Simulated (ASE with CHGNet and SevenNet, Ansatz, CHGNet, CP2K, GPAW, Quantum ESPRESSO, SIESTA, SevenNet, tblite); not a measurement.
## Machine-learned potentials on generalised stacking fault on (111) (glide set) of a Ge-Sn solid solution (48 atoms): settings against a plane-wave reference

Aim: run generalised stacking fault on (111) (glide set) of a Ge-Sn solid solution (48 atoms) in machine-learned potentials and see how near its forces come to a plane-wave reference, and at what cost.

Main program and level: ASE with CHGNet and SevenNet; the method is named at each step.

### 1. The structure

The cell holds 48 atoms: 34 Ge and 14 Sn. Its edges and angles: a = 8.334 Å, b = 7.218 Å, c = 20.806 Å, α = 90.0°, β = 80.4°, γ = 90.0°. Diamond-structure Ge lattice (a = 5.8932 Å, the value set for the mixture), cell with z along [111], 2 x 1 x 2 periods; the third cell vector is tilted by 0.833 of 1/2[1-10] and lengthened by 0.1 Å, so the cell holds one fault (glide set); displaced by a Gaussian of 0.01 Å; 14 of 48 Ge sites given to Sn at random (lattice constant by Vegard's rule between Ge and Sn). Then every atom was moved at random, 0.05 Å r.m.s. a Cartesian component. The structure's axis is c.

The yardstick, on the same geometry:

* method: Kohn-Sham DFT, PBE, SSSP efficiency 1.3.0 pseudopotentials, plane waves (Quantum ESPRESSO 7.5); sssp-pbe-1.3.0-efficiency, cutoffs 45/360 Ry, Γ point
* r.m.s. force component: 2.277 eV/Å
* longest force: 12.82 eV/Å
* pressure: 10.05 GPa
* time: 3.1 min on 4 MPI ranks of Arm Neoverse V1, shared host
* CPU time: 12 min

### 2. CHGNet r2SCAN potential

Method: machine-learned interatomic potential CHGNet r2SCAN, trained on r2SCAN plane-wave data.

The input, run.py:

```python
import numpy as np
from ase.io import read
import mlip  # loads the published weights by name

atoms = read("structure.xyz")
atoms.calc = mlip.calc("chgnet-r2scan")
energy = atoms.get_potential_energy()
forces = atoms.get_forces()
print(f"energy {energy:.6f} eV")
print("forces (eV/A)")
for i, (a, f) in enumerate(zip(atoms, forces)):
    print(f"{i:4d} {a.symbol:2s} {f[0]:10.5f} {f[1]:10.5f} {f[2]:10.5f}")
stress = -atoms.get_stress(voigt=False) * 160.21766
print("stress (GPa, compression positive)")
for row in stress:
    print(" ".join(f"{x:10.4f}" for x in row))
```

The input, structure.xyz:

```xyz
48
Lattice="8.33424 0.00000 0.00000 0.00000 7.21767 0.00000 3.47263 0.00000 20.51464" Properties=species:S:1:pos:R:3 pbc="T T T"
Ge 6.19927 3.60364 0.49338
Sn 6.24284 3.65301 2.97914
Sn 6.34713 6.01023 3.90004
Ge 6.33783 5.96115 6.31912
Sn 1.96446 3.63612 0.43224
Ge 2.18287 3.61728 2.98734
Ge 2.03670 5.97363 3.73777
Ge 2.12696 6.14931 6.41267
Ge 4.15704 0.04143 0.37275
Ge 4.07658 7.14275 3.05730
Sn 4.17603 2.38125 3.84814
Ge 4.25137 2.34372 6.34682
Sn 4.02428 4.79087 7.22279
Sn 4.17425 4.81281 9.75758
Ge 6.18839 1.26107 7.25008
Ge 6.22925 1.23336 9.74445
Ge 6.22120 3.57340 10.64812
Ge 6.28374 3.63114 13.23215
Ge 6.23032 6.11712 14.10956
Ge 6.18237 5.88767 16.64496
Ge 8.34686 0.02634 0.45563
Sn 8.36129 7.14427 2.95288
Ge 8.33545 2.41409 3.81100
Ge 8.40191 2.44672 6.36405
Ge 8.34014 4.76034 7.25316
Ge 8.33661 4.81613 9.74917
Sn 2.06796 1.16277 7.15715
Ge 2.08284 1.11838 9.75553
Ge 2.10835 3.61786 10.54678
Ge 10.37776 3.61194 13.13511
Ge 10.42225 5.98626 14.04391
Ge 10.37091 6.04451 16.62773
Ge 4.16698 7.16960 10.61612
Ge 4.19303 0.03789 13.16137
Ge 4.18402 2.45827 14.11202
Ge 4.15737 2.46779 16.58814
Ge 4.15156 4.83569 17.38739
Ge 4.09808 4.90758 20.00485
Sn 6.28484 1.18254 17.38226
Sn 6.18497 1.17511 19.95951
Sn 8.36043 7.20295 10.63233
Sn 8.36761 7.13618 13.20691
Sn 8.33929 2.43705 14.01150
Ge 8.34428 2.40110 16.50813
Sn 8.30051 4.79701 17.33323
Ge 8.29591 4.81707 20.00362
Ge 10.36022 1.28662 17.51478
Ge 10.39961 1.23090 19.91089
```

Launch:

```console
OMP_NUM_THREADS=1 python run.py > output.txt
```

Output:

```text
CHGNet vr2scan initialized with 412,525 parameters
CHGNet will run on cpu
energy -805.723206 eV
forces (eV/A)
   0 Ge    3.02831   -2.72758    0.26851
   1 Sn    1.09180   -1.13738   -0.47551
   2 Sn   -2.03904    0.98260    0.48447
   3 Ge   -0.12270    0.23683    1.78133
   4 Sn    7.56821   -6.60685    5.12650
   5 Ge   -0.78861    0.17721    0.11415
   6 Ge    0.68139   -0.41610    0.81713
   7 Ge   -0.81642   -1.21047   -0.95576
   8 Ge   10.39248   -8.23216    6.50237
   9 Ge    0.15963   -0.20292   -0.93118
  10 Sn   -0.82446   -0.95930    0.31886
  11 Ge   -0.13017    0.04011    0.54159
  12 Sn    0.67708   -0.15702   -1.19077
  13 Sn    0.21648   -0.06594    1.24632
  14 Ge    0.62736   -0.35079   -0.06245
  15 Ge   -0.21382    0.01418    0.05045
  16 Ge    0.34771   -0.03053    0.14522
  17 Ge   -0.58919    0.33606   -0.19059
  18 Ge   -0.57193   -0.44465    0.05572
  19 Ge   -0.25823    0.18274   -0.43114
  20 Ge    2.05646   -2.04020    0.46256
  21 Sn    1.35470    1.55567   -0.67963
  22 Ge    0.59192   -0.03871    0.30189
  23 Ge   -0.58515    0.04728   -0.05459
[...]
40 Sn   -0.33079    0.05107   -1.03530
  41 Sn   -0.08587   -0.50989    0.62283
  42 Sn    0.04126    0.63038   -0.06992
  43 Ge    0.40852   -0.11316    0.41164
  44 Sn    0.22648   -0.01279    0.37790
  45 Ge   -2.95763    2.87797   -1.68066
  46 Ge    0.20716   -0.14837   -0.48317
  47 Ge   -2.47448    2.05345   -0.85114
stress (GPa, compression positive)
    6.5431    -3.5288     2.9082
   -3.5288     5.6111    -2.5817
    2.9082    -2.5817     5.5322
```

Wall time 5 s (1 thread of Arm Neoverse V1, shared host); peak memory 0.52 GiB.

Banners, paths, timers and routine set-up lines are dropped from the logs unmarked, and long logs keep their key lines alone; longer cuts are marked.

Against the reference:

* r.m.s. force component: 2.298 eV/Å
* r.m.s. difference of force components: 627.1 meV/Å
* longest difference of force vectors: 2494 meV/Å
* force difference over r.m.s. force: 27.54 %
* slope of forces against the reference's: 0.9713
* correlation of force components: 0.9625
* pressure: 5.896 GPa
* pressure difference: -4.151 GPa

Length of the force difference by element (eV/Å):

```
element  atoms  mean  most
     Ge     34   1.0   2.1
     Sn     14  0.84   2.5
```

A closer look about Sn42, picked at random: 9 atoms, nearest first, numbered in the order of the input, with positions taken from that point.

```
atom      x      y      z  distance (Å)  bonds     Fx     Fy  Fz (eV/Å)
Sn42   0.00   0.00   0.00          0.00      4  -0.09  -0.51       0.62
Ge31   2.05  -1.15   0.84          2.50      4   0.70  -0.29       0.28
Ge19  -2.14  -1.02   0.90          2.53      4  -0.57  -0.44       0.06
Sn41  -0.01   0.07  -2.57          2.58      4  -0.33   0.05      -1.04
Sn43  -0.03   2.52   0.80          2.64      4   0.04   0.63      -0.07
Ge30   2.01  -3.52  -0.07          4.06      4   0.60   0.23      -0.14
Ge18  -2.08  -3.51   0.03          4.08      4  -0.59   0.34      -0.19
Ge32   2.00  -1.09   3.42          4.11      4   0.42   0.30      -0.20
Ge44  -0.02   2.48   3.30          4.13      4   0.41  -0.11       0.41
```

Atoms are counted from 1 here, from 0 in the log.

Forces lie 28 % from the reference's, at 0.0064 times its CPU time (on 1 against 4 cores).

### 3. CHGNet 0.3.0 potential

Method: machine-learned interatomic potential CHGNet 0.3.0, trained on PBE(+U) plane-wave data.

Changes to run.py since step 2:

```diff
@@ -5,3 +5,3 @@
 atoms = read("structure.xyz")
-atoms.calc = mlip.calc("chgnet-r2scan")
+atoms.calc = mlip.calc("chgnet-0.3.0")
 energy = atoms.get_potential_energy()
```

structure.xyz is that of step 2.

Output:

```text
CHGNet v0.3.0 initialized with 412,525 parameters
CHGNet will run on cpu
energy -191.125732 eV
forces (eV/A)
   0 Ge    3.81241   -3.41472    0.72883
   1 Sn    1.25665   -0.55158   -0.27927
   2 Sn   -2.09703    0.69081    0.12546
   3 Ge   -0.07832    0.38676    1.95588
   4 Sn    9.82671   -8.90968    6.20748
   5 Ge   -1.11662    0.38312    0.47734
   6 Ge    0.96065   -0.78862    1.17576
   7 Ge   -1.53588   -2.38985   -1.93985
   8 Ge   12.53958   -9.75036    7.97016
   9 Ge    0.40604   -0.41448   -0.79030
  10 Sn   -0.79355   -1.10357    0.33955
  11 Ge   -0.24794    0.10293    0.54973
  12 Sn    1.13606   -0.48615   -2.18519
  13 Sn    0.42089   -0.08632    2.10064
  14 Ge    0.98424   -0.56566   -0.01956
  15 Ge   -0.42507    0.09283   -0.02516
  16 Ge    0.71950   -0.18716    0.34733
  17 Ge   -1.11422    0.69251   -0.42124
  18 Ge   -0.93443   -0.65503    0.24237
  19 Ge   -0.42737    0.52564   -0.66800
  20 Ge    2.87416   -2.46031    0.63058
  21 Sn    0.90276    1.75368   -0.32172
  22 Ge    0.70395    0.03605    0.31478
  23 Ge   -1.10287    0.28660   -0.26835
[...]
40 Sn   -0.58879    0.14832   -1.91576
  41 Sn   -0.17586   -0.92219    1.35911
  42 Sn    0.07264    0.87063    0.03940
  43 Ge    0.40752   -0.42536    0.77012
  44 Sn    0.31933   -0.16238    0.49405
  45 Ge   -3.72982    3.32898   -2.05810
  46 Ge    0.25441   -0.19685   -0.84284
  47 Ge   -3.23911    2.68034   -1.09139
stress (GPa, compression positive)
    9.5862    -4.7680     3.8129
   -4.7680     8.3448    -3.2548
    3.8129    -3.2548     8.8609
```

The job ended after 5 s (1 thread; peak memory 0.52 GiB).

Compared with the plane-wave run:

```
r.m.s. force component                  : 2.891 eV/Å
r.m.s. difference of force components   : 866.7 meV/Å
longest difference of force vectors     : 5414 meV/Å
force difference over r.m.s. force      : 38.06 %
slope of forces against the reference's : 1.233
correlation of force components         : 0.9715
pressure                                : 8.931 GPa
pressure difference                     : -1.116 GPa
```

Against the first run (28 %), the force difference from the reference is 38 %, at 1.0 times the CPU time.

### 4. SevenNet l3i5 potential

Method: machine-learned interatomic potential SevenNet l3i5, trained on PBE(+U) plane-wave data.

Changes to run.py since step 3:

```diff
@@ -5,3 +5,3 @@
 atoms = read("structure.xyz")
-atoms.calc = mlip.calc("chgnet-0.3.0")
+atoms.calc = mlip.calc("7net-l3i5")
 energy = atoms.get_potential_energy()
```

structure.xyz is that of step 3.

Output:

```text
energy -196.167450 eV
forces (eV/A)
   0 Ge    4.58884   -3.61349   -0.26230
   1 Sn    1.46446   -1.60576   -0.83666
   2 Sn   -3.06770    1.48360    0.53775
   3 Ge   -0.09791    0.76143    3.09877
   4 Sn    7.01596   -5.03496    3.78261
   5 Ge   -1.88373    0.42182    0.84750
   6 Ge    1.67565   -0.89378    1.87188
   7 Ge   -2.20183   -2.86030   -2.42012
   8 Ge    9.18700   -6.78740    5.60712
   9 Ge   -0.00280   -0.42929   -1.51798
  10 Sn   -1.30869   -1.39583    0.32781
  11 Ge    0.11932   -0.03115    1.02509
  12 Sn    1.63290   -0.21098   -2.59439
  13 Sn    0.44334   -0.12417    2.03198
  14 Ge    1.23221   -0.82296   -0.37577
  15 Ge   -0.89446    0.15373   -0.02659
  16 Ge    1.49569   -0.40481    0.57779
  17 Ge   -1.63362    1.14643   -0.61968
  18 Ge   -1.27174   -1.28125    0.26729
  19 Ge   -0.90503    0.58447   -1.18480
  20 Ge    3.53008   -2.53844   -0.31727
  21 Sn    1.69406    2.35940   -0.65188
  22 Ge    1.59614    0.36632    0.84915
  23 Ge   -1.88892    0.30394   -0.51526
[...]
40 Sn   -0.74889    0.10393   -2.07631
  41 Sn   -0.23582   -1.00792    1.36568
  42 Sn    0.06124    0.98255   -0.00153
  43 Ge    1.06938   -0.73526    1.04462
  44 Sn    0.32177   -0.12526    1.00347
  45 Ge   -4.34693    3.38675   -1.75843
  46 Ge    0.48811   -0.35681   -1.11954
  47 Ge   -4.24197    2.96515   -0.58905
stress (GPa, compression positive)
    8.4444    -3.7898     3.1659
   -3.7898     8.0026    -2.3062
    3.1659    -2.3062     8.7964
```

The job ended after 12 s (1 thread; peak memory 0.89 GiB).

Against the reference:

```yaml
r_m_s_force_component: 2.289 eV/Å
r_m_s_difference_of_force_components: 316.8 meV/Å
longest_difference_of_force_vectors: 1119 meV/Å
force_difference_over_r_m_s_force: 13.91 %
slope_of_forces_against_the_reference_s: 0.9957
correlation_of_force_components: 0.9904
pressure: 8.415 GPa
pressure_difference: -1.632 GPa
```

Against the first run (28 %), the force difference from the reference is 14 %, at 2.4 times the CPU time.

### 5. All runs compared

Differences are against the plane-wave reference, forces as r.m.s. over components; share is that over the reference's r.m.s. force, slope the least-squares factor from reference forces to these. Total energies of different programs have different zeros and aren't compared.

```
                    run  Δ force, r.m.s. (meV/Å)  share (%)  slope  Δ pressure (GPa)  cores  CPU time  memory (GiB)
              reference                        -          -      -                 -      4    12 min             3
CHGNet r2SCAN potential                      627       27.5  0.971             -4.15      1     4.7 s          0.52
 CHGNet 0.3.0 potential                      867       38.1  1.233             -1.12      1     4.8 s          0.52
SevenNet l3i5 potential                      317       13.9  0.996             -1.63      1      11 s          0.89
```

Times of the machine-learned potentials are mostly Python's start and the loading of weights.

CPU time is summed over cores on a shared host, where runs went side by side, so it is rough. Symmetry, cutoffs, thresholds, outputs and thread counts weren't matched or tuned between programs; memory under MPI is the largest rank's times the ranks.

A second geometry, displaced anew (every atom was moved at random, 0.08 Å r.m.s. a Cartesian component), gives an energy difference that all programs can be tested on. The reference puts it at 61.49 meV/atom.

```
                    run  energy less the first geometry's (meV/atom)  error (meV/atom)  force share at the second geometry (%)
CHGNet r2SCAN potential                                        33.59             -27.9                                    29.6
 CHGNet 0.3.0 potential                                        39.95             -21.5                                    22.0
SevenNet l3i5 potential                                        69.45              7.97                                    15.9
```

### 6. What came out

| Item | Value |
| --- | --- |
| nearest in forces | SevenNet l3i5 potential, 14 % |
| its CPU time | 11 s |

What this shows: Machine-learned potentials differ by 14 % (SevenNet l3i5 potential) to 38 % (CHGNet 0.3.0 potential); they were trained on other programs' data, some at another functional. The energy difference between the two geometries, 61.5 meV/atom in the reference, is met best by SevenNet l3i5 potential (+7.97) and worst by CHGNet r2SCAN potential (-27.9). The reference's pressure holds the uncorrected Pulay stress of its 45 Ry basis, so small pressure differences, and their order, may be the reference's own error. Machine-learned potentials mimic data converged in k, so the reference's own k-point error enters their differences. The reference's stress is far from hydrostatic: its diagonal is 18.1, 4.6, 7.5 GPa, compression counted positive. The host structure and its lattice constant were typed by rule, without a check against the phase diagram. The reference's pressure of 10 GPa belongs to a cell and atoms that aren't relaxed at this level. The electronic-structure runs sample only Γ, in a cell whose shortest periodic width is 7 Å, which is coarse for a cell with partly filled levels.

[Also dropped from logs without a mark: logging warnings of Python, and SIESTA's first energy breakdown and zero terms.]

[Logs are printed without paths, hosts, clocks, repeated set-up lines and the standing remarks that a program may print on its own settings, such as how far it seeks lower states.]

[Hosts, paths, dates, database ids (printed as entryN), source tags and the programs' standing remarks are cut or masked in the printed files.]
